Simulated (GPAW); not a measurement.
# Near-edge structure at the Ti K edge of TiSi2 (Cmcm), part 2 of 4

Aim: the dependence of the Ti K near-edge features of TiSi2 (Cmcm) on volume.

GPAW 26.7.0; X-ray absorption from dipole matrix elements to empty bands, plane-wave PAW LDA.

So far. Step 2 (Ground state of the crystal): The mesh shows no gap, so the system is treated as a metal and the core electron is put at the Fermi level (neutral cell).

## Step 4: Spectrum with XCH, Ti atom 1

The holes are 5.0 Å apart. In GPAW the data set carries the hole's charge, so charge=0 means a charged cell and charge=-1 a neutral one. The excited electron is kept in the cell, where it fills the lowest empty states and screens the hole. After the field has converged, empty bands are computed with the density fixed and the dipole matrix elements are summed.

The absorber has 4 Si at 2.58 Å, 4 Si at 2.66 Å and 2 Si at 2.81 Å (10-fold, site symmetry m2m).

xas.py reads:

```python
import numpy as np
from ase import Atoms
from ase.parallel import parprint, paropen
from gpaw import GPAW, PW, FermiDirac, Mixer, MixerDif, setup_paths
from gpaw.test import gen
setup_paths.insert(0, '.')
gen('Ti', name='fch1s', xcname='LDA', corehole=(1, 0, 1), write_xml=True)
from gpaw.mpi import world
world.barrier()

atoms = Atoms('Ti4Si8',
    cell=[[3.53021005, 0, 3.56517397],
     [-3.53021005, 0, 3.56517397],
     [1.76510502, -6.75928154, 0]],
    scaled_positions=[[0.57344096, 0.67655904, 0.20623616],
     [0.07344096, 0.17655904, 0.20623616],
     [0.42655904, 0.32344096, 0.79376384],
     [0.92655904, 0.82344096, 0.79376384],
     [0.24984259, 0.00015741, 0.50062964],
     [0.74984259, 0.50015741, 0.50062964],
     [0.75015741, 0.99984259, 0.49937036],
     [0.25015741, 0.49984259, 0.49937036],
     [0.40412572, 0.84587428, 0.8834971],
     [0.90412572, 0.34587428, 0.8834971],
     [0.59587428, 0.15412572, 0.1165029],
     [0.09587427, 0.65412572, 0.1165029]],
    pbc=True)
atoms.calc = calc = GPAW(legacy_gpaw=True, mode=PW(430, force_complex_dtype=True), xc='LDA', setups={0: 'fch1s'},
    kpts={'size': (5, 5, 4), 'gamma': True}, occupations=FermiDirac(0.1),
    charge=-1, mixer=Mixer(0.1, 5, 50), maxiter=150,
    convergence={'density': 0.0001, 'eigenstates': 1e-6}, txt='scf.txt')
energy = atoms.get_potential_energy() + calc.get_reference_energy()
ef = calc.get_fermi_level()
out = dict(energy=energy, fermi=ef, forces=atoms.get_forces().tolist())
parprint(f'all-electron energy {energy:.4f} eV, Fermi level {ef:.4f} eV')
ev = np.array([[calc.get_eigenvalues(k, s) for k in range(len(calc.get_ibz_k_points()))] for s in range(calc.get_number_of_spins())])
out['homo'], out['lumo'], out['counts'] = ev[ev < ef].max(), ev[ev > ef].min(), sorted(set((ev < ef).sum((0, 2)).tolist()))
out['filled'] = (ev[:, 0] < ef).sum(1).tolist()

from ase.units import Ha
from gpaw.xas import dipole_matrix_elements
nb = int(calc.get_number_of_electrons() / 2) + 124
top, nb = nb, nb + 8 + nb // 12
nscf = calc.fixed_density(kpts={'size': (7, 7, 5), 'gamma': True}, nbands=nb,
    convergence={'bands': top, 'eigenstates': 5e-3}, maxiter=60, txt='nscf.txt')
cell = atoms.cell.array
ops = [cell.T @ U.T @ np.linalg.inv(cell.T) for U in nscf.wfs.kd.symmetry.op_scc]
E = np.arange(-6, 34, 0.1)
fwhm = np.interp(E, [4, 25], [0.94, 3.5])
Y, X, zero, highest = 0, 0, 1e9, 1e9
for spin in range(nscf.get_number_of_spins()):
    wfs = nscf.wfs
    mine = wfs.bd.get_slice()  # this rank's bands
    A = dipole_matrix_elements(wfs.setups[0])
    eps = np.zeros((wfs.kd.nibzkpts, nb))
    d = np.zeros((3, A.shape[1], wfs.kd.nibzkpts, nb), complex)
    for kpt in wfs.kpt_u:
        if kpt.s == spin and 0 in kpt.P_ani:
            eps[kpt.k, mine] = kpt.eps_n * Ha
            d[:, :, kpt.k, mine] = (kpt.weight * wfs.nspins / 2) ** 0.5 * np.inner(A, kpt.P_ani[0])
    world.sum(eps)
    world.sum(d)
    T = np.einsum('amkn,bmkn->abkn', d, d.conj()).real
    T = sum(np.einsum('ai,ijkn,bj->abkn', R, T, R) for R in ops) / len(ops)
    empty = eps > ef
    zero, highest = min(zero, eps[empty].min()), min(highest, eps[:, top - 1].min())
    lines = [(eps, T, empty)] if spin == 0 else lines + [(eps, T, empty)]
for eps, T, empty in lines:
    f = np.einsum('aakn->akn', T).reshape(3, -1)
    x = eps.ravel() - zero
    w = np.interp(x, E, fwhm) / 2.35482
    g = np.exp(-0.5 * ((E[:, None] - x) / w) ** 2) / (w * (2 * np.pi) ** 0.5)
    Y = Y + (f * empty.ravel()) @ g.T
    X = X + (f * ~empty.ravel()) @ g.T
out.update(E=E.round(2).tolist(), xas=Y.tolist(), xes=X.tolist(), zero=zero, valid=highest - zero, nk=len(eps), nb=nb)
for i in range(0, len(E), 10):
    parprint(f'{E[i]:7.2f}', *(f'{v:10.3e}' for v in Y[:, i]))
import json
with paropen('out.json', 'w') as f:
    json.dump(out, f)
```

The run is started by

```
$ OMP_NUM_THREADS=1 mpirun -n 4 gpaw python xas.py
```

Numbers of over 12 decimals in the logs are rounded to 6 here.

The log of the run:

```text
Input parameters:
  charge: -1
  convergence: {density: 0.0001,
                eigenstates: 1e-06}
  kpts: {gamma: True,
         size: (5, 5, 4)}
  maxiter: 150
  mixer: {backend: pulay,
          beta: 0.1,
          method: separate,
          nmaxold: 5,
          weight: 50}
  mode: {ecut: 430.0,
         force_complex_dtype: True,
         name: pw}
  occupations: {fixmagmom: False,
                name: fermi-dirac,
                width: 0.1}
  setups: {0: fch1s}

Initialize ...

[... PAW data sets ...]

Reference energy: -150583.162359  # eV

Spin-paired calculation

[... convergence settings ...]
Symmetries present (total): 1
  [... symmetry matrices ...]

100 k-points: 5 x 5 x 4 Monkhorst-Pack grid + [0.000000,0.000000,1/8]
51 k-points in the irreducible part of the Brillouin zone
       k-points in crystal coordinates                weights
   0:     0.00000000    0.00000000    0.00000000          1/100
   1:     0.00000000    0.00000000    0.25000000          2/100
   2:     0.00000000    0.00000000    0.50000000          1/100
   3:     0.00000000    0.20000000   -0.25000000          2/100
   4:     0.00000000    0.20000000    0.00000000          2/100
   5:     0.00000000    0.20000000    0.25000000          2/100
   6:     0.00000000    0.20000000    0.50000000          2/100
   7:     0.00000000    0.40000000   -0.25000000          2/100
   8:     0.00000000    0.40000000    0.00000000          2/100
   9:     0.00000000    0.40000000    0.25000000          2/100
          ...
  50:     0.40000000    0.40000000    0.50000000          2/100

Wave functions: Plane wave expansion
  Cutoff energy: 430.000 eV
  Number of coefficients (min, max): 3423, 3460
  Pulay-stress correction: 0.000000 eV/Ang^3 (de/decut=0.000000)
  Using FFTW library
  Wavefunction extrapolation:
    Improved wavefunction reuse through dual PAW basis

Occupation numbers: Fermi-Dirac:
  width: 0.1000  # eV

Eigensolver
   Davidson(niter=2)

Densities:
  Coarse grid: 24*24*35 grid
  Fine grid: 48*48*70 grid
  Total Charge: 0.000000

Density mixing:
  Method: separate
  Backend: pulay
  Linear mixing parameter: 0.1
  old densities: 5
  Width of damping distribution: 1.1
  Damping of long wavelength oscillations: 50

[... Hamiltonian set-up ...]
Number of atoms: 12
Number of atomic orbitals: 84
Number of bands in calculation: 53
Number of valence electrons: 81
Bands to converge: occupied

... initialized

Initializing position-dependent things.

Density initialized from atomic densities
Creating initial wave functions:
  53 bands from LCAO basis set

             Si
               Ti
                TiSi
           Si      Si
            Si      Si
             SiTi
                Ti
                  Si

Atomic positions and initial magnetic moments

Positions:
   0 Ti    -0.000000   -1.394008    4.456467    ( 0.0000,  0.0000,  0.0000)
   1 Ti    -0.000000   -1.394008    0.891293    ( 0.0000,  0.0000,  0.0000)
   2 Ti     1.765105   -5.365273    2.673880    ( 0.0000,  0.0000,  0.0000)
   3 Ti     1.765105   -5.365273    6.239054    ( 0.0000,  0.0000,  0.0000)
   4 Si     1.765105   -3.383897    0.891293    ( 0.0000,  0.0000,  0.0000)
   5 Si     1.765105   -3.383897    4.456467    ( 0.0000,  0.0000,  0.0000)
   6 Si    -0.000000   -3.375385    6.239054    ( 0.0000,  0.0000,  0.0000)
   7 Si    -0.000000   -3.375385    2.673880    ( 0.0000,  0.0000,  0.0000)
   8 Si    -0.000000   -5.971806    4.456467    ( 0.0000,  0.0000,  0.0000)
   9 Si     3.530210   -5.971806    4.456467    ( 0.0000,  0.0000,  0.0000)
  10 Si     1.765105   -0.787476    2.673880    ( 0.0000,  0.0000,  0.0000)
  11 Si    -1.765105   -0.787476    2.673880    ( 0.0000,  0.0000,  0.0000)

Unit cell:
           periodic     x           y           z      points  spacing
  1. axis:    yes    3.530210    0.000000    3.565174    24     0.2055
  2. axis:    yes   -3.530210    0.000000    3.565174    24     0.2055
  3. axis:    yes    1.765105   -6.759282    0.000000    35     0.1931

  Lengths:   5.017255   5.017255   6.985949
  Angles:  100.240397  79.759603  89.435332

Effective grid spacing dv^(1/3) = 0.2036

iter:   1  -125.677405
iter:   2  -103.498975   +0.13  -0.92
iter:   3   -98.114638   -0.97  -1.14
iter:   4   -97.851081   -1.13  -1.28
iter:   5   -97.633456   -1.47  -1.31
iter:   6   -98.482610   -1.12  -1.55
iter:   7   -97.854343   -1.07  -1.61
iter:   8   -97.637450   -2.07  -1.84
iter:   9   -97.662030   -1.98  -2.17
iter:  10   -97.625986c  -3.20  -2.31
iter:  11   -97.623583c  -2.63  -2.55
iter:  12   -97.618839c  -3.29  -2.64
iter:  13   -97.618645c  -4.54  -3.05
iter:  14   -97.619721c  -3.69  -3.12
iter:  15   -97.618496c  -3.79  -3.04
iter:  16   -97.618449c  -5.03  -3.59
iter:  17   -97.618443c  -5.39  -3.85
iter:  18   -97.618433c  -5.60  -3.95
iter:  19   -97.618431c  -6.80c -4.27c

Converged after 19 iterations.

Dipole moment: (0.080103, -0.115515, -0.033019) |e|*Ang

Energy contributions relative to reference atoms: (reference = -150583.162359)

Kinetic:        +88.341496
Potential:      -71.125326
External:        +0.000000
XC:            -114.011782
Entropy (-ST):   -0.164136
Local:           -0.740751
SIC:             +0.000000
--------------------------
Free energy:    -97.700499
Extrapolated:   -97.618431

Showing only first 2 kpts
 Kpt  Band  Eigenvalues  Occupancy
  0    38      7.69335    2.00000
  0    39      9.92539    0.70617
  0    40     10.39727    0.00970
  0    41     10.42889    0.00708

  1    38      8.43792    2.00000
  1    39      9.90372    0.80801
  1    40     10.38109    0.01139
[...]
Fermi level: 9.86484

No gap
No difference between direct/indirect transitions

Forces in eV/Ang:
  0 Ti    0.03340   -0.49022   -0.00000
  1 Ti   -0.02505   -0.06573   -0.00000
  2 Ti   -0.00583    0.16093    0.03603
  3 Ti   -0.00583    0.16093   -0.03603
  4 Si    0.09001    0.18042    0.00000
  5 Si   -0.08831    0.14308   -0.00000
  6 Si    0.00124    0.15959   -0.08821
  7 Si    0.00124    0.15959    0.08821
  8 Si    0.06065    0.05112   -0.00000
  9 Si   -0.05821    0.09864   -0.00000
 10 Si   -0.00172   -0.27773    0.01513
 11 Si   -0.00172   -0.27773   -0.01513
Scalar-relativistic atomic LDA calculation for Ti (Titanium, Z=22)
Core hole in 1s state (1s occupation: 1.0)
600 radial gridpoints.
|------------------------------------------------|
|------------------------------------------------|
[... the atom generator's iteration count ...]

Energy contributions:
-------------------------
Kinetic:     +672.671614
XC:           -34.028348
Potential:  -1307.172598
-------------------------
Total:       -668.529332

state      eigenvalue         ekin         rmax
-----------------------------------------------
1s^1.0 :  -187.828620   240.500426        0.045
2s^2.0 :   -22.002726    43.832967        0.262
2p^6.0 :   -18.989232    43.629197        0.209
3s^2.0 :    -2.983269     9.467322        0.829
3p^6.0 :    -2.108060     8.391345        0.840
3d^2.0 :    -0.666650     5.344221        0.850
4s^2.0 :    -0.460559     1.379460        2.509
4p^0.0 :    -0.300118     0.992184        2.957
-----------------------------------------------
(units: Bohr and Hartree)

Generating PAW setup
Kinetic energy of the core from tauc = 593.006445
Cutoffs:
rc(s)=2.400
rc(p)=2.000
rc(d)=2.000
rc(vbar)=1.800
rc(comp)=2.300
rc(nct)=2.400

Kinetic energy of the core states: 589.941539
Charge: 1.0
Core electrons: 9.0
Valence electrons: 12.0
Pseudo-core charge: 0.000000
Shape function alpha=1.890
Pseudo-electron charge 5.350237
state    eigenvalue         norm
--------------------------------
3s(2) :    -2.983269     0.223229
4s(2) :    -0.460559     1.020774
3p(6) :    -2.108060     0.336604
4p(0) :    -0.300118     0.967107
3d(2) :    -0.666650     0.421304
*d    :     0.333350
--------------------------------

Diagonalizing with gridspacing h=0.050

state   all-electron     PAW
-------------------------------
3s:      -2.983269    -2.983558
3p:      -2.108060    -2.108705
3d:      -0.666650    -0.667242
*f:                   -0.026873
-------------------------------
all-electron energy -150680.7808 eV, Fermi level 9.8648 eV
[...]
31.00  3.685e-07  3.954e-07  3.830e-07
  32.00  3.395e-07  3.718e-07  3.228e-07
  33.00  3.252e-07  3.548e-07  2.873e-07
```

It took 3 min on 4 MPI ranks of AMD EPYC 9R14 (Zen 4), shared host; peak memory 0.86 GiB; 12 min of CPU time.

The Ti K spectrum, Ti atom 1, excited-electron core hole (neutral cell) (energy from the lowest empty level; intensity scaled to a mean of 1 over the first 20 eV; polarised curves are means over the symmetry-equivalent atoms):

| E (eV) | isotropic | ε ∥ x | ε ∥ y | ε ∥ z |
| --- | --- | --- | --- | --- |
| -2.0 | 0.00 | 0.00 | 0.00 | 0.00 |
| -1.5 | 0.00 | 0.00 | 0.00 | 0.00 |
| -1.0 | 0.00 | 0.00 | 0.00 | 0.00 |
| -0.5 | 0.02 | 0.02 | 0.02 | 0.02 |
| 0.0 | 0.11 | 0.10 | 0.11 | 0.11 |
| 0.5 | 0.28 | 0.29 | 0.21 | 0.33 |
| 1.0 | 0.46 | 0.54 | 0.24 | 0.60 |
| 1.5 | 0.52 | 0.68 | 0.27 | 0.60 |
| 2.0 | 0.54 | 0.76 | 0.32 | 0.53 |
| 2.5 | 0.67 | 0.83 | 0.41 | 0.76 |
| 3.0 | 0.76 | 0.81 | 0.53 | 0.93 |
| 3.5 | 0.88 | 0.93 | 0.71 | 1.00 |
| 4.0 | 1.03 | 1.11 | 0.85 | 1.14 |
| 4.5 | 1.05 | 1.15 | 0.93 | 1.08 |
| 5.0 | 1.02 | 1.15 | 0.98 | 0.94 |
| 5.5 | 1.01 | 1.05 | 1.01 | 0.99 |
| 6.0 | 1.04 | 0.94 | 1.03 | 1.15 |
| 6.5 | 1.07 | 0.94 | 1.08 | 1.17 |
| 7.0 | 1.09 | 0.97 | 1.22 | 1.09 |
| 7.5 | 1.12 | 0.99 | 1.38 | 1.00 |
| 8.0 | 1.15 | 1.03 | 1.49 | 0.93 |
| 8.5 | 1.20 | 1.08 | 1.57 | 0.96 |
| 9.0 | 1.24 | 1.08 | 1.56 | 1.07 |
| 9.5 | 1.21 | 1.03 | 1.43 | 1.16 |
| 10.0 | 1.12 | 0.96 | 1.23 | 1.16 |
| 10.5 | 0.99 | 0.90 | 1.01 | 1.06 |
| 11.0 | 0.87 | 0.84 | 0.83 | 0.94 |
| 11.5 | 0.80 | 0.80 | 0.72 | 0.86 |
| 12.0 | 0.77 | 0.79 | 0.68 | 0.85 |
| 12.5 | 0.80 | 0.81 | 0.69 | 0.90 |
| 13.0 | 0.87 | 0.90 | 0.74 | 0.96 |
| 13.5 | 0.96 | 1.04 | 0.83 | 1.03 |
| 14.0 | 1.08 | 1.18 | 0.95 | 1.10 |
| 14.5 | 1.17 | 1.28 | 1.09 | 1.14 |
| 15.0 | 1.23 | 1.29 | 1.23 | 1.15 |
| 15.5 | 1.24 | 1.25 | 1.34 | 1.14 |
| 16.0 | 1.23 | 1.17 | 1.40 | 1.10 |
| 16.5 | 1.20 | 1.11 | 1.43 | 1.06 |
| 17.0 | 1.18 | 1.07 | 1.43 | 1.03 |
| 17.5 | 1.17 | 1.05 | 1.44 | 1.01 |
| 18.0 | 1.18 | 1.07 | 1.45 | 1.02 |
| 18.5 | 1.23 | 1.14 | 1.49 | 1.06 |
| 19.0 | 1.31 | 1.26 | 1.54 | 1.14 |
| 19.5 | 1.42 | 1.40 | 1.61 | 1.24 |
| 20.0 | 1.53 | 1.56 | 1.68 | 1.36 |
| 20.5 | 1.63 | 1.70 | 1.73 | 1.48 |
| 21.0 | 1.71 | 1.79 | 1.74 | 1.59 |
| 21.5 | 1.75 | 1.85 | 1.72 | 1.68 |
| 22.0 | 1.76 | 1.86 | 1.67 | 1.76 |
| 22.5 | 1.75 | 1.85 | 1.60 | 1.81 |
| 23.0 | 1.73 | 1.82 | 1.53 | 1.83 |
| 23.5 | 1.69 | 1.77 | 1.46 | 1.83 |
| 24.0 | 1.65 | 1.73 | 1.41 | 1.80 |
| 24.5 | 1.60 | 1.68 | 1.36 | 1.76 |
| 25.0 | 1.56 | 1.64 | 1.33 | 1.71 |
| 25.5 | 1.52 | 1.59 | 1.31 | 1.66 |
| 26.0 | 1.48 | 1.53 | 1.30 | 1.61 |
| 26.5 | 1.44 | 1.46 | 1.29 | 1.55 |
| 27.0 | 1.39 | 1.39 | 1.27 | 1.50 |
| 27.5 | 1.33 | 1.30 | 1.24 | 1.44 |
| 28.0 | 1.27 | 1.22 | 1.20 | 1.38 |
| 28.5 | 1.20 | 1.13 | 1.15 | 1.31 |
| 29.0 | 1.13 | 1.05 | 1.10 | 1.23 |
| 29.5 | 1.06 | 0.99 | 1.04 | 1.14 |
| 30.0 | 0.99 | 0.93 | 0.99 | 1.05 |
| 30.5 | 0.93 | 0.88 | 0.94 | 0.96 |

Main maxima below 30 eV (height): 4.3 eV (1.06), 9.0 eV (1.24), 15.5 eV (1.24) and 22.0 eV (1.76). A K edge sees empty p states, which here mix into the lowest empty bands, so that weight starts at the zero.

The total-energy difference is 4969.88 eV. One term is added: -22.68 eV, since the hole is spin-paired here and a spin-polarised one costs that much less in the free atom (computed apart). The photon energy is then 4947.20 eV. The tabulated edge of the element is 4966 eV. The functional leaves an error in such absolute values: in the free atom LDA prices this hole 13.2 eV below PBE (computed apart), and PBE is itself good to a few eV.

## Step 5: Supercell without a hole, the energy reference

The cell changes for the next run, so it gets a reference energy of its own.

The cell differs from the one that the last finished run ended in (a 5.017 → 4.915 Å, b 5.017 → 4.915 Å, c 6.986 → 6.843 Å).

scf.py reads:

```python
import numpy as np
from ase import Atoms
from ase.parallel import parprint, paropen
from gpaw import GPAW, PW, FermiDirac, Mixer, MixerDif, setup_paths
from gpaw.test import gen
setup_paths.insert(0, '.')
gen('Ti', name='nch1s', xcname='LDA', corehole=(1, 0, 0), write_xml=True)
from gpaw.mpi import world
world.barrier()

atoms = Atoms('Ti4Si8',
    cell=[[3.45814473, 0, 3.4923949],
     [-3.45814473, 0, 3.4923949],
     [1.72907236, -6.6212983, 0]],
    scaled_positions=[[0.57344096, 0.67655904, 0.20623616],
     [0.07344096, 0.17655904, 0.20623616],
     [0.42655904, 0.32344096, 0.79376384],
     [0.92655904, 0.82344096, 0.79376384],
     [0.24984259, 0.00015741, 0.50062964],
     [0.74984259, 0.50015741, 0.50062964],
     [0.75015741, 0.99984259, 0.49937036],
     [0.25015741, 0.49984259, 0.49937036],
     [0.40412572, 0.84587428, 0.8834971],
     [0.90412572, 0.34587428, 0.8834971],
     [0.59587428, 0.15412572, 0.1165029],
     [0.09587427, 0.65412572, 0.1165029]],
    pbc=True)
atoms.calc = calc = GPAW(legacy_gpaw=True, mode=PW(430, force_complex_dtype=True), xc='LDA', setups={0: 'nch1s'},
    kpts={'size': (5, 5, 4), 'gamma': True}, occupations=FermiDirac(0.1),
    charge=0, mixer=Mixer(0.1, 5, 50), maxiter=150,
    convergence={'density': 0.0001, 'eigenstates': 1e-6}, txt='scf.txt')
energy = atoms.get_potential_energy() + calc.get_reference_energy()
ef = calc.get_fermi_level()
out = dict(energy=energy, fermi=ef, forces=atoms.get_forces().tolist())
parprint(f'all-electron energy {energy:.4f} eV, Fermi level {ef:.4f} eV')
ev = np.array([[calc.get_eigenvalues(k, s) for k in range(len(calc.get_ibz_k_points()))] for s in range(calc.get_number_of_spins())])
out['homo'], out['lumo'], out['counts'] = ev[ev < ef].max(), ev[ev > ef].min(), sorted(set((ev < ef).sum((0, 2)).tolist()))
out['filled'] = (ev[:, 0] < ef).sum(1).tolist()
import json
with paropen('out.json', 'w') as f:
    json.dump(out, f)
```

The run is started by

```
$ OMP_NUM_THREADS=1 mpirun -n 4 gpaw python scf.py
```

The log of the run:

```text
Input parameters:
  convergence: {density: 0.0001,
                eigenstates: 1e-06}
  kpts: {gamma: True,
         size: (5, 5, 4)}
  maxiter: 150
  mixer: {backend: pulay,
          beta: 0.1,
          method: separate,
          nmaxold: 5,
          weight: 50}
  mode: {ecut: 430.0,
         force_complex_dtype: True,
         name: pw}
  occupations: {fixmagmom: False,
                name: fermi-dirac,
[...]
4s(2) :    -0.168799     0.990650
3p(6) :    -1.425558     0.436626
4p(0) :    -0.056429     0.981035
3d(2) :    -0.164024     0.588737
*d    :     0.835976
--------------------------------

Diagonalizing with gridspacing h=0.050

state   all-electron     PAW
-------------------------------
3s:      -2.287902    -2.288205
3p:      -1.425558    -1.426242
3d:      -0.164024    -0.164519
*f:                    0.065395
-------------------------------
all-electron energy -155650.6627 eV, Fermi level 10.6379 eV
[key lines of the parts left out:]
Converged after 16 iterations.
Dipole moment: (-0.000000, -0.000000, -0.000001) |e|*Ang
Free energy:    -85.211530
Fermi level: 10.63792
```

It took 34 s on 4 MPI ranks; peak memory 0.29 GiB.

Reference energy: -155650.663 eV with the cores included.

(Continued in part 3 of 4.)

[Banner, clock and machine lines of the logs are left out without a mark of their own.]

[Logs are printed without paths, hosts, clocks, repeated set-up lines and the standing remarks that a program may print on its own settings, such as how far it seeks lower states.]

[Hosts, paths, dates, database ids (printed as entryN), source tags and the programs' standing remarks are cut or masked in the printed files.]

[Lists of maxima count a maximum above −3 eV only where it reaches 4 % of the highest in the window and stands out from its surroundings by 2 % of it (1.5 % where it reaches 55 %); shoulders and weaker maxima are passed over, and of the rest the first, up to two pre-edge ones and the few strongest are named.]
